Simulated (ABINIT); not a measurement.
**A GW chain in ABINIT: PbSe (Clausthalite)**

How does a plane-wave GW calculation on PbSe (Clausthalite) run from the first input to the gap?

Method: LDA and many-body steps on it, plane waves, in ABINIT 10.8.3.

Most raw output is cut from this account.

## Step 1: The starting structure

Symmetry: Fm-3m, No. 225, cubic system. The conventional cell has a = 6.121 Å, b = 6.121 Å, c = 6.121 Å, α = 90.00°, β = 90.00°, γ = 90.00°. Nearest to Pb lie 6 Se at 3.06 Å. Se has 6 Pb at 3.06 Å nearest. Farther neighbours and most contacts between anions are not listed.

The cell and positions come from the Crystallography Open Database and are kept as given unless a step says otherwise. Spin-orbit coupling is left out unless a step names it.

## Step 2: Ground state

This step: ABINIT 10.8.3; DFT, LDA, plane waves, norm-conserving pseudopotentials.

The ground-state density comes first.

run.abi reads:

```
acell 3*1.0 Angstrom
rprim 
  -0.000000000000 3.060650000000 3.060650000000
  3.060650000000 -0.000000000000 3.060650000000
  3.060650000000 3.060650000000 -0.000000000000
ntypat 2
znucl 82 34
natom 2
typat 1 2
xred 
  0.000000000000 0.000000000000 0.000000000000
  0.500000000000 0.500000000000 0.500000000000
pp_dirpath "pseudos"
pseudos "Pb.upf, Se.upf"
ecut 48
ngkpt 6 6 6
nshiftk 1
shiftk 0 0 0
kptopt 1
chksymbreak 0
nband 28
occopt 1
tolvrs 1e-10
nstep 60
prtwf 0
optforces 0
optstress 0
indata_prefix "in"
outdata_prefix "out"
tmpdata_prefix "tmp"
```

Launch:

```console
$ OMP_NUM_THREADS=1 mpirun -n 8 abinit run.abi > log
```

Wall time 35 s (8 MPI ranks of Arm Neoverse N1, shared host); peak memory 0.76 GiB.

This step gave:

| Quantity | Value |
| --- | --- |
| total energy | -14999.7293 eV |
| gap | 0.1888 eV |
| k of the valence top | 0.5, 0, 0 |
| k of the conduction bottom | 0.5, 0, 0 |
| least direct gap | 0.1888 eV |

The gap is direct, at (0.500, 0.000, 0.000).

## Step 3: Bands along the symmetry lines

The cheap functional maps the bands first; the places of the edges decide which points the dearer methods must see.

run.abi reads:

```
acell 3*1.0 Angstrom
rprim 
  -0.000000000000 3.060650000000 3.060650000000
  3.060650000000 -0.000000000000 3.060650000000
  3.060650000000 3.060650000000 -0.000000000000
ntypat 2
znucl 82 34
natom 2
typat 1 2
xred 
  0.000000000000 0.000000000000 0.000000000000
  0.500000000000 0.500000000000 0.500000000000
pp_dirpath "pseudos"
pseudos "Pb.upf, Se.upf"
ecut 48
iscf -2
irdden 1
kptopt 0
nkpt 50
kpt 
  0.00000000 0.00000000 0.00000000
  0.06250000 0.00000000 0.06250000
  0.12500000 0.00000000 0.12500000
  0.18750000 0.00000000 0.18750000
  0.25000000 0.00000000 0.25000000
  0.31250000 0.00000000 0.31250000
  0.37500000 0.00000000 0.37500000
  0.43750000 0.00000000 0.43750000
  0.50000000 0.00000000 0.50000000
  0.51562500 0.03125000 0.51562500
  0.53125000 0.06250000 0.53125000
  0.54687500 0.09375000 0.54687500
  0.56250000 0.12500000 0.56250000
  0.57812500 0.15625000 0.57812500
  0.59375000 0.18750000 0.59375000
  0.60937500 0.21875000 0.60937500
  0.62500000 0.25000000 0.62500000
  0.37500000 0.37500000 0.75000000
  0.32812500 0.32812500 0.65625000
  0.28125000 0.28125000 0.56250000
  0.23437500 0.23437500 0.46875000
  0.18750000 0.18750000 0.37500000
  0.14062500 0.14062500 0.28125000
  0.09375000 0.09375000 0.18750000
  0.04687500 0.04687500 0.09375000
  0.00000000 0.00000000 0.00000000
  0.06250000 0.06250000 0.06250000
  0.12500000 0.12500000 0.12500000
  0.18750000 0.18750000 0.18750000
  0.25000000 0.25000000 0.25000000
  0.31250000 0.31250000 0.31250000
  0.37500000 0.37500000 0.37500000
  0.43750000 0.43750000 0.43750000
  0.50000000 0.50000000 0.50000000
  0.50000000 0.46875000 0.53125000
  0.50000000 0.43750000 0.56250000
  0.50000000 0.40625000 0.59375000
  0.50000000 0.37500000 0.62500000
  0.50000000 0.34375000 0.65625000
  0.50000000 0.31250000 0.68750000
  0.50000000 0.28125000 0.71875000
  0.50000000 0.25000000 0.75000000
  0.50000000 0.21875000 0.71875000
  0.50000000 0.18750000 0.68750000
  0.50000000 0.15625000 0.65625000
  0.50000000 0.12500000 0.62500000
  0.50000000 0.09375000 0.59375000
  0.50000000 0.06250000 0.56250000
  0.50000000 0.03125000 0.53125000
  0.50000000 0.00000000 0.50000000
istwfk *1
nband 30
nbdbuf 2
tolwfr 1e-08
nstep 40
prtwf 0
prtvol 0
indata_prefix "in"
outdata_prefix "out"
tmpdata_prefix "tmp"
```

Run time: 69 s. Hardware: 8 MPI ranks; peak memory 0.7 GiB; 9.2 min of CPU time.

This step gave:

| Item | Value |
| --- | --- |
| gap | 0.1888 eV |
| k of the valence top | 0.5, 0.5, 0.5 |
| k of the conduction bottom | 0.5, 0.5, 0.5 |
| least direct gap | 0.1888 eV |

The gap is 0.189 eV, as in the run before at this level.

Electronic bands along the path, in eV, zero at the top of the highest filled band:

| point | band 20 | band 21 | band 22 | band 23 | band 24 | band 25 | band 26 | band 27 |
| --- | --- | --- | --- | --- | --- | --- | --- | --- |
| Γ | -6.43 | -1.84 | -1.84 | -1.84 | 4.62 | 4.62 | 4.62 | 6.54 |
| halfway | -7.47 | -2.57 | -2.57 | -1.62 | 2.34 | 4.52 | 4.69 | 4.69 |
| X | -7.48 | -4.98 | -3.21 | -3.21 | 3.67 | 5.53 | 5.53 | 5.96 |
| halfway | -7.70 | -4.87 | -3.07 | -2.97 | 3.82 | 5.03 | 5.26 | 5.80 |
| U | -8.12 | -4.57 | -2.69 | -2.40 | 3.33 | 3.96 | 5.37 | 5.78 |
| jump to K | -8.12 | -4.57 | -2.69 | -2.40 | 3.33 | 3.96 | 5.37 | 5.78 |
| halfway | -7.88 | -2.86 | -1.32 | -0.41 | 1.16 | 2.11 | 4.15 | 7.09 |
| Γ | -6.43 | -1.84 | -1.84 | -1.84 | 4.62 | 4.62 | 4.62 | 6.54 |
| halfway | -7.66 | -1.67 | -1.67 | -1.05 | 2.08 | 2.86 | 2.86 | 6.47 |
| L | -8.87 | -1.41 | -1.41 | 0.00 | 0.19 | 1.64 | 1.64 | 8.46 |
| halfway | -8.55 | -3.23 | -2.86 | -0.79 | 1.31 | 3.38 | 4.05 | 7.58 |
| W | -8.10 | -4.21 | -4.21 | -0.76 | 1.81 | 4.90 | 4.90 | 7.68 |
| halfway | -7.82 | -4.77 | -3.54 | -2.22 | 3.76 | 4.08 | 5.64 | 6.06 |
| X | -7.48 | -4.98 | -3.21 | -3.21 | 3.67 | 5.53 | 5.53 | 5.96 |

## Step 4: Empty states on the mesh, 4×4×4 mesh, 50 bands

The sums over transitions need many empty states on a uniform mesh; this step solves for them.

run.abi reads:

```
acell 3*1.0 Angstrom
rprim 
  -0.000000000000 3.060650000000 3.060650000000
  3.060650000000 -0.000000000000 3.060650000000
  3.060650000000 3.060650000000 -0.000000000000
ntypat 2
znucl 82 34
natom 2
typat 1 2
xred 
  0.000000000000 0.000000000000 0.000000000000
  0.500000000000 0.500000000000 0.500000000000
pp_dirpath "pseudos"
pseudos "Pb.upf, Se.upf"
ecut 48
ngkpt 4 4 4
nshiftk 1
shiftk 0 0 0
kptopt 1
chksymbreak 0
iscf -2
irdden 1
istwfk *1
nband 50
nbdbuf 4
tolwfr 1e-09
nstep 60
prtvol 0
indata_prefix "in"
outdata_prefix "out"
tmpdata_prefix "tmp"
```

Run time: 23 s. Hardware: 8 MPI ranks; peak memory 0.61 GiB.

Numbers from this step:

```yaml
gap: 0.1888 eV
k_of_the_valence_top: 0.5, 0, 0
k_of_the_conduction_bottom: 0.5, 0, 0
least_direct_gap: 0.1888 eV
k_points_computed: 8
lowest_point_of_the_top_converged_band_above_the_valence_top: 23.34 eV
```

On this mesh the gap is 0.189 eV.

## Step 5: Screening, 4×4×4 mesh, 46 bands, screening to 87.1 eV

The RPA dielectric matrix is built and inverted for each q.

This step: RPA screening on LDA, plane waves, norm-conserving pseudopotentials.

run.abi, as its differences from that of step 4:

```diff
@@ -20,10 +20,11 @@
 chksymbreak 0
-iscf -2
-irdden 1
 istwfk *1
-nband 50
-nbdbuf 4
-tolwfr 1e-09
-nstep 60
-prtvol 0
+occopt 1
+irdwfk 1
+optdriver 3
+nband 46
+ecuteps 3.2
+inclvkb 2
+awtr 1
+symchi 1
 indata_prefix "in"
```

The job ended after 23 s (8 MPI ranks; peak memory 1.8 GiB; 3.1 min of CPU time).

Numbers from this step:

* ε∞ with local fields, on this mesh, along the program's q direction: 325.3
* the same without local fields: 374.2
* plasma frequency: 33.26 eV
* plane waves in the screening matrix: 113

Local fields lower ε∞ by 13 %. The value itself is an artefact of the mesh, where one narrow direct gap carries too much weight.

## Step 6: Self-energy, 4×4×4 mesh, 46 bands, screening to 87.1 eV

The self-energy is evaluated for the states that the input lists, and the levels follow from it, in one-shot runs by the linearised quasiparticle equation.

This step: G0W0 on LDA, plane waves, norm-conserving pseudopotentials.

run.abi, as its differences from that of step 5:

```diff
@@ -23,8 +23,17 @@
 irdwfk 1
-optdriver 3
+optdriver 4
 nband 46
+gwcalctyp 0
+ecutsigx 48
+symsigma 1
+nkptgw 2
+kptgw 
+  0.5000000000 0.0000000000 0.0000000000
+  0.0000000000 0.0000000000 0.0000000000
+bdgw 
+  21 26
+  21 26
 ecuteps 3.2
-inclvkb 2
-awtr 1
-symchi 1
+irdscr 1
+ppmodel 1
 indata_prefix "in"
```

It took 9.1 s on 8 MPI ranks; peak memory 2.1 GiB.

Numbers from this step:

```yaml
g0w0_gap_on_the_points_computed: 0.03600 eV
starting_gap_on_the_mesh: 0.1888 eV
k_of_the_valence_top: 0.5, 0, 0
k_of_the_conduction_bottom: 0.5, 0, 0
z_at_the_valence_top: 0.799
z_at_the_conduction_bottom: 0.812
least_direct_g0w0_gap_on_the_computed_points: 0.03600 eV
```

The gap on the mesh goes from 0.19 eV to 0.04 eV, a correction of −0.15 eV.

Limits: finite bands, cutoff and mesh; model gap, bands may invert with spin-orbit coupling; no spin-orbit coupling; coarse k mesh. v1 is the top filled band, c1 the lowest empty one. The levels before and after the correction (eV, zero at the valence-band top of each column):

|  | conduction bottom | valence top |
| --- | --- | --- |
| Kohn-Sham | 0.19 | 0.00 |
| G0W0 | 0.04 | 0.00 |

|  | level | energy (eV) |
| --- | --- | --- |
| Kohn-Sham | (0.5 0 0) v3-v2 | -1.409 |
| Kohn-Sham | (0.5 0 0) v1 | 0.000 |
| Kohn-Sham | (0.5 0 0) c1 | 0.189 |
| Kohn-Sham | (0.5 0 0) c2-c3 | 1.638 |
| G0W0 | (0.5 0 0) v3-v2 | -1.713 |
| G0W0 | (0.5 0 0) v1 | 0.000 |
| G0W0 | (0.5 0 0) c1 | 0.036 |
| G0W0 | (0.5 0 0) c2-c3 | 1.647 |

## Step 7: Where the time went

Times are wall times on 8 MPI ranks of Arm Neoverse N1, shared host, good to a factor of about two.

| step | time | share | memory (GiB) |
| --- | --- | --- | --- |
| ground state | 35 s | 22 % | 0.76 |
| bands along the symmetry lines | 69 s | 43 % | 0.7 |
| empty states on the mesh | 23 s | 15 % | 0.61 |
| screening | 23 s | 15 % | 1.8 |
| self-energy | 9.1 s | 6 % | 2.1 |

## Step 8: Outcome

| Item | Value |
| --- | --- |
| LDA gap | 0.19 eV, direct |
| G0W0 gap on the mesh | 0.04 eV |
| GW settings | 4×4×4 mesh, 46 bands, screening to 87.1 eV, Godby-Needs plasmon pole |
| known limits | not at the basis limit; model gap, bands may invert with spin-orbit coupling; screening runs away on this mesh; no spin-orbit coupling; coarse k mesh |

What this shows: G0W0 moves the gap on the mesh from 0.19 eV to 0.04 eV (−0.15 eV), with Z of 0.80 and 0.81 at the edges. Local fields lower the RPA ε∞ on this mesh from 374.24 to 325.28. Only 2 of the mesh's irreducible points were corrected, so a valley elsewhere could overtake. The dearest step here is «bands along the symmetry lines». Bands and cutoff are finite, so the gap is not at the basis limit. The miss can reach some tenths of an eV and take either sign; the mesh is an error of its own. In the G0W0 run levels were corrected at 2 k points alone, so a gap called «on the mesh» is the least over those, and an edge elsewhere would be missed. The 4×4×4 mesh is coarse for this cell, which bears on the long-range parts of exchange and screening. Where an edge is built on 6p states of lead, bismuth or thallium, scalar-relativistic gaps usually stand too wide, by a few tenths to over one eV. With atoms this heavy and so narrow a gap, spin-orbit coupling can invert the bands. These scalar-relativistic gaps are then model values, not to be set against experiment, and a spin-orbit change taken from DFT can't simply be added. On this mesh the RPA ε∞ passes 90, more than nearly any semiconductor shows; a coarse mesh does this where one point with a narrow direct gap carries much weight. The screening is then too strong, and the G0W0 gap should not be taken as the material's.

[Paths, hosts, dates, memory and timing lines, banners, echoed tables and standing remarks are left out of the program output.]

[Logs are printed without paths, hosts, clocks, repeated set-up lines and the standing remarks that a program may print on its own settings, such as how far it seeks lower states.]

[Runs of the session that timed out or met a known fault of the program may be left out.]

[Hosts, paths, dates, database ids (printed as entryN), source tags and the programs' standing remarks are cut or masked in the printed files.]

[G0W0 gaps are taken among the corrected bands and points alone; a level outside them can change the order at an edge.]

[Where Ansatz stands beside ABINIT at settings called matched, ABINIT's density can come from a denser mesh and the files from another edition; pairs whose starting gaps differed by over 0.03 eV were left out, so agreement reads better than it is.]
